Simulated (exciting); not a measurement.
# Core excitons at the Na K edge of NaTlO

Aim: the Na K absorption edge of NaTlO with the electron–hole interaction treated explicitly, and what each term of the kernel does.

Method: X-ray absorption, core-level Bethe-Salpeter equation, exchange and statically screened direct term, Tamm-Dancoff, all-electron LAPW+lo LDA, in exciting sodium.

Report form: the programs' logs are mostly left out.

**1. Set-up**

Symmetry: P6_3mc, No. 186, hexagonal system. Conventional cell: a = 3.484 Å, b = 3.484 Å, c = 11.395 Å, α = 90.00°, β = 90.00°, γ = 120.00°. Nearest to Tl lie 3 O at 2.47 Å. Na has 3 O at 2.29 Å nearest. Nearest to O lie 3 Na at 2.29 Å and 3 Tl at 2.47 Å. Farther neighbours and most contacts between anions are not listed.

Structure file:

```cif
data_structure
_symmetry_space_group_name_H-M 'P 1'
_symmetry_Int_Tables_number 1
_cell_length_a 3.4844
_cell_length_b 3.4844
_cell_length_c 11.3946
_cell_angle_alpha 90.000
_cell_angle_beta 90.000
_cell_angle_gamma 120.000
_cell_volume 119.81
loop_
_atom_site_label
_atom_site_type_symbol
_atom_site_fract_x
_atom_site_fract_y
_atom_site_fract_z
_atom_site_occupancy
Tl1 Tl 0.66667 0.33333 0.61572 1
Tl2 Tl 0.33333 0.66667 0.11572 1
Na3 Na 0.33333 0.66667 0.39389 1
Na4 Na 0.66667 0.33333 0.89389 1
O5 O 0.00000 0.00000 0.49040 1
O6 O 0.00000 0.00000 0.99040 1
```

Differences between curves are given as r.m.s. difference over r.m.s. height.

**2. The self-consistent potential**

The species files are the program's own, with muffin-tin radii set in the input.

input.xml reads:

```
<input>
  <title>NaTlO</title>
  <structure speciespath="." autormt="false" epslat="1.0e-5">
    <crystal>
      <basevect>6.5845364187 0.0000000000 0.0000000000</basevect>
      <basevect>-3.2922682094 5.7023758107 0.0000000000</basevect>
      <basevect>0.0000000000 0.0000000000 21.5326574787</basevect>
    </crystal>
    <species speciesfile="Tl.xml" rmt="2.300">
      <atom coord="0.6666666667 0.3333333333 0.6157190300"/>
      <atom coord="0.3333333333 0.6666666667 0.1157190300"/>
    </species>
    <species speciesfile="Na.xml" rmt="2.240">
      <atom coord="0.3333333333 0.6666666667 0.3938852900"/>
      <atom coord="0.6666666667 0.3333333333 0.8938852900"/>
    </species>
    <species speciesfile="O.xml" rmt="1.963">
      <atom coord="0.0000000000 0.0000000000 0.4903956800"/>
      <atom coord="0.0000000000 0.0000000000 0.9903956800"/>
    </species>
  </structure>
  <groundstate do="fromscratch" xctype="LDA_PW" ngridk="6 6 1" rgkmax="7" gmaxvr="14" nempty="8" swidth="0.001" maxscl="100" epsengy="1e-5"/>
</input>
```

Launch:

```console
> OMP_NUM_THREADS=1 mpirun -n 4 exciting
```

Elapsed: 57 s, on 4 MPI ranks of Intel Xeon at 2.70GHz, shared host.

The mesh shows a gap of 0.96 eV. Core levels (Dirac, from the valence top):

```
atom  level  energy (eV)
  Na  1s1/2      -1021.2
```

**3. A richer basis for the empty states**

Each species file gets more local orbitals, built from u and its energy derivative at 0.15 Ha and u at 0.9 Ha.

input.xml is that of step 2.

SPECIES.xml, added lines reads:

```
<lo l="L">  <!-- L = 0, 1, 2, and 3 from Cs on -->
  <wf matchingOrder="0" trialEnergy="0.1500" searchE="false"/>
  <wf matchingOrder="1" trialEnergy="0.1500" searchE="false"/>
  <wf matchingOrder="0" trialEnergy="0.9000" searchE="false"/>
</lo>
```

Launch:

```console
> OMP_NUM_THREADS=1 mpirun -n 4 exciting
```

It took 69 s on 4 MPI ranks.

Against the first ground state the total energy moves by -10 meV an atom and the gap by -0.01 eV.

**4. Screening, kernels and BSE for Na atom 3**

The absorber has 3 O at 2.29 Å (pyramidal, site symmetry 3m).

input.xml, as its differences from that of step 3:

```diff
@@ -21,3 +21,20 @@
   </structure>
-  <groundstate do="fromscratch" xctype="LDA_PW" ngridk="6 6 1" rgkmax="7" gmaxvr="14" nempty="8" swidth="0.001" maxscl="100" epsengy="1e-5"/>
+  <groundstate do="skip" xctype="LDA_PW" ngridk="6 6 1" rgkmax="7" gmaxvr="14" nempty="8" swidth="0.001" maxscl="100" epsengy="1e-5"/>
+  <xs xstype="BSE" ngridk="5 5 1" ngridq="5 5 1" vkloff="0.097 0.273 0.493" rgkmax="7" nempty="44" gqmax="3" lmaxapwwf="5" lmaxemat="2" broad="0.01654" tevout="true">
+    <energywindow intv="37.124 38.741" points="440"/>
+    <screening screentype="full" nempty="73"/>
+    <BSE xas="true" xasspecies="2" xasatom="1" xasedge="K" bsetype="singlet" nstlxas="1 40"/>
+    <qpointset>
+      <qpoint>0 0 0</qpoint>
+    </qpointset>
+    <plan>
+      <doonly task="xsgeneigvec"/>
+      <doonly task="writepmatxs"/>
+      <doonly task="scrgeneigvec"/>
+      <doonly task="scrwritepmat"/>
+      <doonly task="screen"/>
+      <doonly task="scrcoulint"/>
+      <doonly task="exccoulint"/>
+    </plan>
+  </xs>
 </input>
```

input.xml for the last start (plan only) reads:

```
  <plan>
    <doonly task="bse"/>
  </plan>
```

Launch:

```console
> OMP_NUM_THREADS=1 mpirun -n 4 exciting
> OMP_NUM_THREADS=4 exciting
```

It took 17 min on 4 MPI ranks.

Wall time by task: xsgeneigvec 12 s, writepmatxs 11 s, scrgeneigvec 8.6 s, scrwritepmat 8.4 s, screen 2.2 min, scrcoulint 2.6 min, exccoulint 11 min, bse 7.5 s.

The Na K spectrum of Na atom 3 (energy from the Kohn–Sham onset, core level to the lowest empty state found on the meshes used, 1022.19 eV; the ground-state mesh sets it, and the shifted mesh has its lowest transition 1.07 eV above it; Im ε scaled to the maximum of the singlet run; cut below the end of the band set):

```
E (eV)  isotropic  ε ⊥ c  ε ∥ c
  -3.0       0.02   0.02   0.03
  -2.5       0.03   0.03   0.03
  -2.0       0.03   0.03   0.04
  -1.5       0.05   0.04   0.06
  -1.0       0.07   0.05   0.09
  -0.5       0.11   0.08   0.17
   0.0       0.23   0.15   0.41
   0.5       0.41   0.35   0.54
   1.0       0.51   0.54   0.46
   1.5       0.44   0.46   0.39
   2.0       0.37   0.37   0.36
   2.5       0.35   0.30   0.45
   3.0       0.48   0.44   0.56
   3.5       0.53   0.58   0.44
   4.0       0.61   0.70   0.44
   4.5       0.80   0.93   0.54
   5.0       0.67   0.77   0.48
   5.5       0.46   0.49   0.40
   6.0       0.36   0.36   0.36
   6.5       0.37   0.34   0.42
   7.0       0.51   0.44   0.66
   7.5       0.79   0.59   1.20
   8.0       0.77   0.60   1.09
   8.5       0.78   0.65   1.04
   9.0       0.86   0.83   0.91
   9.5       0.78   0.83   0.68
  10.0       0.73   0.77   0.65
  10.5       0.71   0.78   0.57
  11.0       0.77   0.90   0.52
  11.5       0.99   1.13   0.70
  12.0       0.95   0.87   1.13
  12.5       0.73   0.71   0.76
  13.0       0.55   0.58   0.49
  13.5       0.47   0.50   0.40
  14.0       0.46   0.51   0.36
  14.5       0.50   0.60   0.31
  15.0       0.44   0.54   0.23
  15.5       0.42   0.52   0.21
  16.0       0.35   0.42   0.21
  16.5       0.30   0.35   0.21
  17.0       0.30   0.34   0.24
  17.5       0.33   0.39   0.22
  18.0       0.35   0.41   0.24
```

Maxima (height): 0.9 eV (0.52), 4.6 eV (0.82), 7.7 eV (0.82), 9.0 eV (0.86), 11.6 eV (1.00) and 14.4 eV (0.51).

The Hamiltonian has 2000 rows. The lowest groups of eigenvalues and the brightest ones, on the scale above (the program counts from the shifted mesh's onset, 1.07 eV higher). Core spinors bring spin-forbidden partners, so dark means forbidden by spin or by symmetry, and the shifted mesh splits states that symmetry would keep together:

```
energy (eV)  states within 10 meV  relative strength
      0.215                     2               0.66
      0.580                     2               0.29
      0.764                     2               0.58
      0.846                     2               0.15
      0.866                     2               0.65
      0.892                     2              0.066
      2.817                     2               0.74
      4.678                     4               1.00
      7.597                     2               0.97
     11.491                     2               0.73
```

**5. Independent particles**

input.xml, as its differences from that of step 4:

```diff
@@ -25,3 +25,3 @@
     <screening screentype="full" nempty="73"/>
-    <BSE xas="true" xasspecies="2" xasatom="1" xasedge="K" bsetype="singlet" nstlxas="1 40"/>
+    <BSE xas="true" xasspecies="2" xasatom="1" xasedge="K" bsetype="IP" nstlxas="1 40"/>
     <qpointset>
@@ -30,9 +30,3 @@
     <plan>
-      <doonly task="xsgeneigvec"/>
-      <doonly task="writepmatxs"/>
-      <doonly task="scrgeneigvec"/>
-      <doonly task="scrwritepmat"/>
-      <doonly task="screen"/>
-      <doonly task="scrcoulint"/>
-      <doonly task="exccoulint"/>
+      <doonly task="bse"/>
     </plan>
```

Launch:

```console
> OMP_NUM_THREADS=4 exciting
```

It took 3 s on 4 threads.

Maxima (height): 6.1 eV (0.44), 10.7 eV (0.53), 13.4 eV (1.13), 15.2 eV (0.82) and 16.3 eV (0.89); 1 lower ones aren't listed. Against the singlet run the r.m.s. difference is 65 %. Moving the earlier curve by +5.0 eV leaves 28 %. The highest maximum lies at 13.4 eV (1.13), against 11.6 eV (1.00).

**6. Exchange alone**

input.xml, as its differences from that of step 5:

```diff
@@ -25,3 +25,3 @@
     <screening screentype="full" nempty="73"/>
-    <BSE xas="true" xasspecies="2" xasatom="1" xasedge="K" bsetype="IP" nstlxas="1 40"/>
+    <BSE xas="true" xasspecies="2" xasatom="1" xasedge="K" bsetype="RPA" nstlxas="1 40"/>
     <qpointset>
```

Launch:

```console
> OMP_NUM_THREADS=4 exciting
```

Elapsed: 9 s, on 4 threads.

Maxima (height): 6.1 eV (0.43), 10.7 eV (0.53), 13.4 eV (1.12), 15.2 eV (0.83) and 16.3 eV (0.89). The spectrum is that of the independent-particle run within 1 %.

**7. Broadening**

Changed against the first singlet run: half width (eV) from 0.45 to 0.11.

input.xml, as its differences from that of step 6:

```diff
@@ -22,6 +22,6 @@
   <groundstate do="skip" xctype="LDA_PW" ngridk="6 6 1" rgkmax="7" gmaxvr="14" nempty="8" swidth="0.001" maxscl="100" epsengy="1e-5"/>
-  <xs xstype="BSE" ngridk="5 5 1" ngridq="5 5 1" vkloff="0.097 0.273 0.493" rgkmax="7" nempty="44" gqmax="3" lmaxapwwf="5" lmaxemat="2" broad="0.01654" tevout="true">
-    <energywindow intv="37.124 38.741" points="440"/>
+  <xs xstype="BSE" ngridk="5 5 1" ngridq="5 5 1" vkloff="0.097 0.273 0.493" rgkmax="7" nempty="44" gqmax="3" lmaxapwwf="5" lmaxemat="2" broad="0.00404" tevout="true">
+    <energywindow intv="37.124 38.741" points="1200"/>
     <screening screentype="full" nempty="73"/>
-    <BSE xas="true" xasspecies="2" xasatom="1" xasedge="K" bsetype="RPA" nstlxas="1 40"/>
+    <BSE xas="true" xasspecies="2" xasatom="1" xasedge="K" bsetype="singlet" nstlxas="1 40"/>
     <qpointset>
```

Launch:

```console
> OMP_NUM_THREADS=4 exciting
```

The job ended after 9 s (4 threads).

Against the singlet run the r.m.s. difference is 28 %. The highest maximum lies at 11.5 eV (1.62), against 11.6 eV (1.00). Only the width of each line changes; the area stays. A table step wider than the lines misses their tops.

```
E (eV)  first run  this run
  -3.0       0.02      0.01
  -2.0       0.03      0.01
  -1.0       0.07      0.02
   0.0       0.23      0.14
   1.0       0.51      0.66
   2.0       0.37      0.33
   3.0       0.48      0.48
   4.0       0.61      0.47
   5.0       0.67      0.62
   6.0       0.36      0.22
   7.0       0.51      0.28
   8.0       0.77      0.62
   9.0       0.86      1.10
  10.0       0.73      0.81
  11.0       0.77      0.64
  12.0       0.95      1.25
  13.0       0.55      0.46
  14.0       0.46      0.38
  15.0       0.44      0.37
  16.0       0.35      0.33
  17.0       0.30      0.27
  18.0       0.35      0.40
```

**8. Another input**

In this try the input is made faulty on purpose, to show what that does.

input.xml, as its differences from that of step 7:

```diff
@@ -22,5 +22,5 @@
   <groundstate do="skip" xctype="LDA_PW" ngridk="6 6 1" rgkmax="7" gmaxvr="14" nempty="8" swidth="0.001" maxscl="100" epsengy="1e-5"/>
-  <xs xstype="BSE" ngridk="5 5 1" ngridq="5 5 1" vkloff="0.097 0.273 0.493" rgkmax="7" nempty="44" gqmax="3" lmaxapwwf="5" lmaxemat="2" broad="0.00404" tevout="true">
-    <energywindow intv="37.124 38.741" points="1200"/>
-    <screening screentype="full" nempty="73"/>
+  <xs xstype="BSE" ngridk="5 5 1" ngridq="5 5 1" vkloff="0.097 0.273 0.493" rgkmax="7" nempty="44" gqmax="3" lmaxapwwf="5" lmaxemat="2" broad="0.01654" tevout="true">
+    <energywindow intv="37.124 38.741" points="440"/>
+    <screening screentype="full" nempty="8"/>
     <BSE xas="true" xasspecies="2" xasatom="1" xasedge="K" bsetype="singlet" nstlxas="1 40"/>
@@ -30,3 +30,6 @@
     <plan>
-      <doonly task="bse"/>
+      <doonly task="scrgeneigvec"/>
+      <doonly task="scrwritepmat"/>
+      <doonly task="screen"/>
+      <doonly task="scrcoulint"/>
     </plan>
```

input.xml for the last start (plan only) reads:

```
  <plan>
    <doonly task="bse"/>
  </plan>
```

Launch:

```console
> OMP_NUM_THREADS=1 mpirun -n 4 exciting
> OMP_NUM_THREADS=4 exciting
```

Run time: 4 min. Hardware: 4 MPI ranks.

The input has a fault: far too few empty states in the screening. Against the singlet run the r.m.s. difference is 22 %. The highest maximum lies at 4.3 eV (0.90), against 11.6 eV (1.00). The first bright state moves from 0.21 to -0.22 eV. Too few states underscreen, so the attraction is too strong.

```
E (eV)  first run  this run
  -4.0       0.02      0.02
  -3.0       0.02      0.03
  -2.0       0.03      0.05
  -1.0       0.07      0.12
   0.0       0.23      0.39
   1.0       0.51      0.68
   2.0       0.37      0.46
   3.0       0.48      0.68
   4.0       0.61      0.84
   5.0       0.67      0.59
   6.0       0.36      0.42
   7.0       0.51      0.75
   8.0       0.77      0.75
   9.0       0.86      0.84
  10.0       0.73      0.68
  11.0       0.77      0.75
  12.0       0.95      0.71
  13.0       0.55      0.41
  14.0       0.46      0.39
  15.0       0.44      0.33
  16.0       0.35      0.27
  17.0       0.30      0.25
  18.0       0.35      0.28
```

**9. Coarser mesh**

Changed against the first singlet run: k mesh from 5×5×1 to 2×2×1.

input.xml, as its differences from that of step 8:

```diff
@@ -22,5 +22,5 @@
   <groundstate do="skip" xctype="LDA_PW" ngridk="6 6 1" rgkmax="7" gmaxvr="14" nempty="8" swidth="0.001" maxscl="100" epsengy="1e-5"/>
-  <xs xstype="BSE" ngridk="5 5 1" ngridq="5 5 1" vkloff="0.097 0.273 0.493" rgkmax="7" nempty="44" gqmax="3" lmaxapwwf="5" lmaxemat="2" broad="0.01654" tevout="true">
+  <xs xstype="BSE" ngridk="2 2 1" ngridq="2 2 1" vkloff="0.097 0.273 0.493" rgkmax="7" nempty="44" gqmax="3" lmaxapwwf="5" lmaxemat="2" broad="0.01654" tevout="true">
     <energywindow intv="37.124 38.741" points="440"/>
-    <screening screentype="full" nempty="8"/>
+    <screening screentype="full" nempty="73"/>
     <BSE xas="true" xasspecies="2" xasatom="1" xasedge="K" bsetype="singlet" nstlxas="1 40"/>
@@ -30,2 +30,4 @@
     <plan>
+      <doonly task="xsgeneigvec"/>
+      <doonly task="writepmatxs"/>
       <doonly task="scrgeneigvec"/>
@@ -34,2 +36,3 @@
       <doonly task="scrcoulint"/>
+      <doonly task="exccoulint"/>
     </plan>
```

input.xml for the last start (plan only) reads:

```
  <plan>
    <doonly task="bse"/>
  </plan>
```

Wall time 2.9 min (4 MPI ranks).

These settings are cheaper. The spectrum differs from the singlet run by 10 % r.m.s. The highest maximum lies at 12.0 eV (0.90), against 11.6 eV (1.00). The first bright state moves from 0.21 to 0.37 eV. The lowest bare transition of this run lies at 1.66 eV, against 1.07. A coarse mesh samples few band energies, and it inflates the long-range part of the attraction.

```
E (eV)  first run  this run
  -3.0       0.02      0.02
  -2.0       0.03      0.03
  -1.0       0.07      0.06
   0.0       0.23      0.18
   1.0       0.51      0.54
   2.0       0.37      0.32
   3.0       0.48      0.45
   4.0       0.61      0.56
   5.0       0.67      0.78
   6.0       0.36      0.36
   7.0       0.51      0.56
   8.0       0.77      0.63
   9.0       0.86      0.86
  10.0       0.73      0.79
  11.0       0.77      0.76
  12.0       0.95      0.90
  13.0       0.55      0.60
  14.0       0.46      0.58
  15.0       0.44      0.43
  16.0       0.35      0.30
  17.0       0.30      0.35
  18.0       0.35      0.37
```

**10. The levels of theory side by side**

```
  level  curve passes 0.15 (eV)  highest maximum (eV)  its height
     IP                     1.9                  13.4        1.13
    RPA                     1.9                  13.4        1.12
singlet                    -0.2                  11.6        1.00
```

```
E (eV)    IP   RPA  singlet
  -3.0  0.01  0.01     0.02
  -2.0  0.01  0.01     0.03
  -1.0  0.02  0.02     0.07
   0.0  0.03  0.03     0.23
   1.0  0.07  0.07     0.51
   2.0  0.16  0.16     0.37
   3.0  0.13  0.12     0.48
   4.0  0.22  0.21     0.61
   5.0  0.23  0.23     0.67
   6.0  0.43  0.43     0.36
   7.0  0.23  0.23     0.51
   8.0  0.26  0.25     0.77
   9.0  0.32  0.32     0.86
  10.0  0.51  0.51     0.73
  11.0  0.52  0.52     0.77
  12.0  0.52  0.51     0.95
  13.0  0.99  0.98     0.55
  14.0  0.95  0.95     0.46
  15.0  0.79  0.79     0.44
  16.0  0.80  0.80     0.35
  17.0  0.68  0.69     0.30
  18.0  0.57  0.57     0.35
```

**11. What came out**

```json
{
  "absorber and edge": "Na K, atom 3",
  "surroundings": "3 O at 2.29 Å (pyramidal, site symmetry 3m)",
  "first bright state": "0.21 eV from the Kohn–Sham onset, on this mesh",
  "highest maximum": "11.6 eV",
  "cost of the BSE run": "17 min on 4 MPI ranks of Intel Xeon at 2.70GHz, shared host; the last task ran on as many threads"
}
```

In words: Is a core exciton bound? Undecided on this mesh: the first bright state (over 5 % of the brightest) lies at 0.21 eV from the Kohn–Sham onset and at -0.85 eV from the lowest bare transition of its own mesh. Changing the half width (eV) from 0.45 to 0.11 alters the spectrum by 28 % r.m.s. Exchange alone changes the independent-particle spectrum by 0.4 % r.m.s. Binding energies aren't converged on 25 k points, and fine structure above the first lines is partly noise of the mesh. Exchange and the short-range direct term aren't converged in the kernel cutoff. The zero comes from the unshifted 6×6×1 ground-state mesh; it is exact only where the band minimum lies on that mesh. The Kohn–Sham onset, 1022 eV, is no photon energy (tabulated edge of the element: 1070.8 eV): the scale needs a rigid shift. No quasiparticle correction widens the gap or stretches the bands. Vibrations and energy-dependent lifetimes are left out. The structure is a Materials Project entry, computed there, and may be a hypothetical form.

[Logs are printed without paths, hosts, clocks, repeated set-up lines and the standing remarks that a program may print on its own settings, such as how far it seeks lower states.]

[Hosts, paths, dates, database ids (printed as entryN), source tags and the programs' standing remarks are cut or masked in the printed files.]
